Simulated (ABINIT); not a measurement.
## SnH2 (Fm-3m): zone-centre phonons

Which modes does SnH2 (Fm-3m) have at the zone centre?

Program: ABINIT 10.8.3. Level of theory: DFT PBE, scalar-relativistic, plane waves, PseudoDojo norm-conserving pseudopotentials. Results are calculated unless marked as measured.

This is a report of a sequence of runs, with most program output left out.

The structure was built from a prototype and need not be the compound's stable phase.

## 1. Starting point

It takes space group Fm-3m (No. 225, cubic). The conventional cell has a = 5.428 Å, b = 5.428 Å, c = 5.428 Å, α = 90.00°, β = 90.00°, γ = 90.00°. Nearest to Sn lie 8 H at 2.35 Å. Nearest to H lie 4 Sn at 2.35 Å. Farther neighbours are not listed.

Coordinates:

```cif
data_structure
_symmetry_space_group_name_H-M 'Fm-3m'
_symmetry_Int_Tables_number 225
_cell_length_a 5.4278
_cell_length_b 5.4278
_cell_length_c 5.4278
_cell_angle_alpha 90.000
_cell_angle_beta 90.000
_cell_angle_gamma 90.000
_cell_volume 159.91
loop_
_atom_site_label
_atom_site_type_symbol
_atom_site_symmetry_multiplicity
_atom_site_Wyckoff_symbol
_atom_site_fract_x
_atom_site_fract_y
_atom_site_fract_z
_atom_site_occupancy
Sn1 Sn 4 a 0.00000 0.00000 0.00000 1
H1 H 8 c 0.75000 0.25000 0.75000 1
```

## 2. A probe with smearing

A first run with smearing and empty bands tells whether the crystal has a gap, which decides between fixed occupations and smearing later on.

Input file probe.abi:

```
# ground state
tolvrs 1.0d-08
prtden 1
prtwf 1

# basis, mesh and filling
ecut 32.0
ngkpt 6 6 6
nshiftk 1
shiftk 0.0 0.0 0.0
istwfk *1
occopt 7
tsmear 0.005
nband 14
nstep 100
diemac 9.0
prtebands 0
prtgsr 0
useylm 1

# cell and atoms
acell 3*1.0 Angstrom
rprim 
    -2.71390422 0.0 2.71390422
    0.0 2.71390422 2.71390422
    -2.71390422 2.71390422 0.0
ntypat 2
znucl 50 1
natom 3
typat 1 2 2
xred 
    0.0 0.0 0.0
    0.75 0.75 0.75
    0.25 0.25 0.25
pp_dirpath "./pseudo"
pseudos "Sn.upf, H.upf"
```

Launch:

```bash
OMP_NUM_THREADS=1 mpirun -n 4 abinit probe.abi > probe.log
```

Run time: 4.9 s. Hardware: 4 MPI ranks of Arm Neoverse V2, shared host.

Read from the output:

- volume per atom: 13.33 Å³
- pressure: -2.789 GPa
- gap on the k-mesh: 0 eV

No gap opens on this mesh, so smearing is kept; the printed pressure holds the stress of the finite basis too.

## 3. Rough relaxation

The typed start is rough, so a first relaxation with smearing and loose thresholds takes it towards rest cheaply.

Input file prerelax.abi:

```
# relaxation
ionmov 2
optcell 2
dilatmx 1.15
chkdilatmx 0
ntime 40
tolmxf 3.0d-04
tolvrs 1.0d-10
prtwf 0
prtden 0
chksymtnons 0

# basis, mesh and filling
ecut 32.0
ecutsm 3.0
ngkpt 6 6 6
nshiftk 1
shiftk 0.0 0.0 0.0
istwfk *1
occopt 7
tsmear 0.005
nband 14
nstep 100
diemac 1000000.0
prtebands 0
prtgsr 0
useylm 1

# cell and atoms
acell 3*1.0 Angstrom
rprim 
    -2.71390422 0.0 2.71390422
    0.0 2.71390422 2.71390422
    -2.71390422 2.71390422 0.0
ntypat 2
znucl 50 1
natom 3
typat 1 2 2
xred 
    0.0 0.0 0.0
    0.75 0.75 0.75
    0.25 0.25 0.25
pp_dirpath "./pseudo"
pseudos "Sn.upf, H.upf"
```

Launch:

```bash
OMP_NUM_THREADS=1 mpirun -n 4 abinit prerelax.abi > prerelax.log
```

Elapsed: 24 s, on 4 MPI ranks; 97 s of CPU time.

The steps of the relaxation:

```tsv
step	energy less that of the first step (eV)	largest force (eV/Å)	volume (Å³)
1	0.0000	0.0000	39.98
2	-0.0023	0.0000	39.76
3	-0.0082	0.0000	38.48
4	-0.0082	0.0000	38.57
```

```tsv
conventional cell, symmetrised	before	after	change
a (Å)	5.428	5.363	-1.2 %
b (Å)	5.428	5.363	-1.2 %
c (Å)	5.428	5.363	-1.2 %
volume (Å³/atom)	13.33	12.86	-3.5 %
```

The relaxed structure:

```xyz
3
Lattice="-2.6817 0.0000 2.6817 0.0000 2.6817 2.6817 -2.6817 2.6817 0.0000" Properties=species:S:1:pos:R:3 pbc="T T T"
Sn    0.0000    0.0000    0.0000
H    -4.0226    4.0226    4.0226
H    -1.3409    1.3409    1.3409
```

Read from the output:

```
volume per atom : 12.86 Å³
pressure        : -0.005487 GPa
```

The volume changes by -3.5 % in this run and stands -3.5 % from the first cell.

## 4. Relaxation

The harmonic expansion needs vanishing forces, and a free crystal bears no stress, so cell and atoms are brought to rest. Stress is more sensitive to the basis than forces are: the last 3 Ha under the cutoff are smoothed with ecutsm, and the cutoff is raised above that of the later runs.

Input file relax.abi:

```
# relaxation
ionmov 2
optcell 2
dilatmx 1.08
ntime 40
tolmxf 1.0d-05
tolvrs 1.0d-14
prtwf 0
prtden 0
chksymtnons 0

# basis, mesh and filling
ecut 40.0
ecutsm 3.0
ngkpt 8 8 8
nshiftk 1
shiftk 0.0 0.0 0.0
istwfk *1
occopt 6
tsmear 0.01
nband 14
nstep 100
diemac 1000000.0
prtebands 0
prtgsr 0
useylm 1

# cell and atoms
acell 3*1.0 Angstrom
rprim 
    -2.681744834 0.0 2.681744834
    0.0 2.681744834 2.681744834
    -2.681744834 2.681744834 0.0
ntypat 2
znucl 50 1
natom 3
typat 1 2 2
xred 
    0.0 0.0 0.0
    0.75 0.75 0.75
    0.25 0.25 0.25
pp_dirpath "./pseudo"
pseudos "Sn.upf, H.upf"
```

Launch:

```bash
OMP_NUM_THREADS=1 mpirun -n 4 abinit relax.abi > relax.log
```

The job ended after 49 s (4 MPI ranks).

Relaxation path:

```tsv
step	energy less that of the first step (eV)	largest force (eV/Å)	volume (Å³)
1	0.0000	0.0000	38.57
2	-0.0001	0.0000	38.53
3	-0.0003	0.0000	38.30
4	-0.0003	0.0000	38.30
```

```tsv
conventional cell, symmetrised	before	after	change
a (Å)	5.363	5.351	-0.2 %
b (Å)	5.363	5.351	-0.2 %
c (Å)	5.363	5.351	-0.2 %
volume (Å³/atom)	12.86	12.77	-0.7 %
```

The relaxed structure:

```
Sn H
1.0
    -2.67549    0.00000    2.67549
     0.00000    2.67549    2.67549
    -2.67549    2.67549    0.00000
Sn H
1 2
Direct
  0.00000 0.00000 0.00000
  0.75000 0.75000 0.75000
  0.25000 0.25000 0.25000
```

Numbers from this step:

```
volume per atom : 12.77 Å³
pressure        : -2.51e-4 GPa
```

The volume changes by -0.7 % in this run and stands -4.2 % from the first cell.

## 5. Self-consistent run for the response

The response is built on these wavefunctions, so the potential is converged far more tightly than an energy would need. Smearing stays on, as the first look found no gap above 0.3 eV.

Input file gs.abi:

```
# ground state
tolvrs 1.0d-16
prtden 1
prtwf 1

# basis, mesh and filling
ecut 32.0
ngkpt 8 8 8
nshiftk 1
shiftk 0.0 0.0 0.0
istwfk *1
occopt 6
tsmear 0.01
nband 14
nstep 100
diemac 1000000.0
prtebands 0
prtgsr 0
useylm 1

# cell and atoms
acell 3*1.0 Angstrom
rprim 
    -2.675494373 0.0 2.675494373
    0.0 2.675494373 2.675494373
    -2.675494373 2.675494373 0.0
ntypat 2
znucl 50 1
natom 3
typat 1 2 2
xred 
    0.0 0.0 0.0
    0.75 0.75 0.75
    0.25 0.25 0.25
pp_dirpath "./pseudo"
pseudos "Sn.upf, H.upf"
```

Launch:

```bash
OMP_NUM_THREADS=1 mpirun -n 4 abinit gs.abi > gs.log
```

Run time: 11 s. Hardware: 4 MPI ranks.

Read from the output:

```
pressure : -1.032 GPa
```

The cell stands at -1.0 GPa: the relaxation ran with a smoothed and higher cutoff, and the difference is a stress of the finite basis.

## 6. Linear response at Γ

At q = 0 one unit cell holds all displacements. The response is solved for single atoms along the cell's directions, and symmetry skips those that follow from others. The crystal is treated as a metal, which screens a static field, so no field response is asked.

Input file dfpt_gamma.abi:

```

# common to the responses
getwfk_filepath "gso_WFK"
kptopt 2
nqpt 1
qpt 0.0 0.0 0.0
asr 0
chneut 0

# displacements
rfphon 1
rfatpol 1 3
rfdir 1 1 1
tolvrs 1.0d-10
prtwf 0

# basis, mesh and filling
ecut 32.0
ngkpt 8 8 8
nshiftk 1
shiftk 0.0 0.0 0.0
istwfk *1
occopt 6
tsmear 0.01
nband 14
nstep 100
diemac 1000000.0
prtebands 0
prtgsr 0
useylm 1

# cell and atoms
acell 3*1.0 Angstrom
rprim 
    -2.675494373 0.0 2.675494373
    0.0 2.675494373 2.675494373
    -2.675494373 2.675494373 0.0
ntypat 2
znucl 50 1
natom 3
typat 1 2 2
xred 
    0.0 0.0 0.0
    0.75 0.75 0.75
    0.25 0.25 0.25
pp_dirpath "./pseudo"
pseudos "Sn.upf, H.upf"
```

Launch:

```bash
OMP_NUM_THREADS=1 mpirun -n 4 abinit dfpt_gamma.abi > dfpt_gamma.log
```

The job ended after 61 s (4 MPI ranks).

This step gave:

```
largest acoustic frequency at the zone centre before the sum rule : -3.07 cm⁻¹
highest optical zone-centre mode (no LO-TO term)                  : 742.0 cm⁻¹
lowest optical zone-centre mode                                   : -318.3 cm⁻¹
```

The acoustic modes at Γ come out as far as 3.1 cm⁻¹ from zero, where they should vanish, a small numerical error. The lowest optical mode is imaginary, 318i cm⁻¹, an instability at this level and on this k mesh.

## 7. Modes with the sum rule

anaddb reads the merged derivatives and imposes the acoustic sum rule.

Input file anaddb.abi:

```
ddb_filepath "gamma_DDB"
output_file "anaddb.abo"
outdata_prefix "anaddb"
asr 1
chneut 1
enunit 2
eivec 1
nph1l 1
qph1l 0.0 0.0 0.0 1.0
```

Input file mrgddb.in:

```
gamma_DDB
merged
2
dfpt_gammao_DDB
gso_DDB
```

Launch:

```bash
mrgddb < mrgddb.in > mrgddb.log
OMP_NUM_THREADS=1 anaddb anaddb.abi > anaddb.log
```

Elapsed: 0.51 s, on 1 thread.

This step gave:

| Item | Value |
| --- | --- |
| highest optical zone-centre mode (no LO-TO term) | 741.9 cm⁻¹ |

No LO-TO term; unit eigenvectors of the mass-weighted matrix, from anaddb's displacements. Modes at Γ, with each element's share of the kinetic energy (negative means imaginary):

```tsv
mode	frequency (cm⁻¹)	symmetry	Sn %	H %
1	-318.3	T1u	2	98
2	-318.3	T1u	2	98
3	-318.3	T1u	2	98
4	0.0	acoustic	98	2
5	0.0	acoustic	98	2
6	0.0	acoustic	98	2
7	741.9	T2g	0	100
8	741.9	T2g	0	100
9	741.9	T2g	0	100
```

Displacements in mode 1 (-318.3 cm⁻¹), the largest set to 1:
```
Sn1  0.00  0.00  0.02
H2   0.00  0.00 -1.00
H3   0.00  0.00 -1.00
```

Displacements in mode 7 (741.9 cm⁻¹), the largest set to 1:
```
Sn1  0.00  0.00  0.00
H2   0.00  0.00 -1.00
H3   0.00  0.00  1.00
```

The rule moves no optical mode by more than 0.1 cm⁻¹.

## 8. Summary of results

```yaml
space_group_after_relaxation: Fm-3m
volume_per_atom: 12.8 Å³
highest_optical_zone_centre_mode_no_lo_to_term: 741.9 cm⁻¹
lowest_optical_zone_centre_mode: -318.3 cm⁻¹
imaginary_optical_modes_at_the_zone_centre_no_q_mesh_in_this_session: yes
```

What this shows: At the PBE level the optical modes of SnH2 (Fm-3m) at the zone centre run from 318i to 742 cm⁻¹, so the structure is a saddle point, with 3 modes beyond 10i cm⁻¹ there. The base run prints -1.0 GPa, mostly the error of a finite basis; the relaxation, with a smoothed and higher cutoff, had brought the cell to rest. These are harmonic frequencies at zero temperature: anharmonic shifts and linewidths and thermal expansion are left out. In a metal the frequencies hang on the k mesh and the smearing, most of all near Kohn anomalies. A run on a mesh of wavevectors was begun and cut off at its time limit; it is not shown, and nothing is said of wavevectors that it left out. The structure is a hypothetical one, built on a prototype.

[Host names and launcher messages were left out of these logs when they were recorded.]

[Logs are printed without paths, hosts, clocks, repeated set-up lines and the standing remarks that a program may print on its own settings, such as how far it seeks lower states.]

[Hosts, paths, dates, database ids (printed as entryN), source tags and the programs' standing remarks are cut or masked in the printed files.]
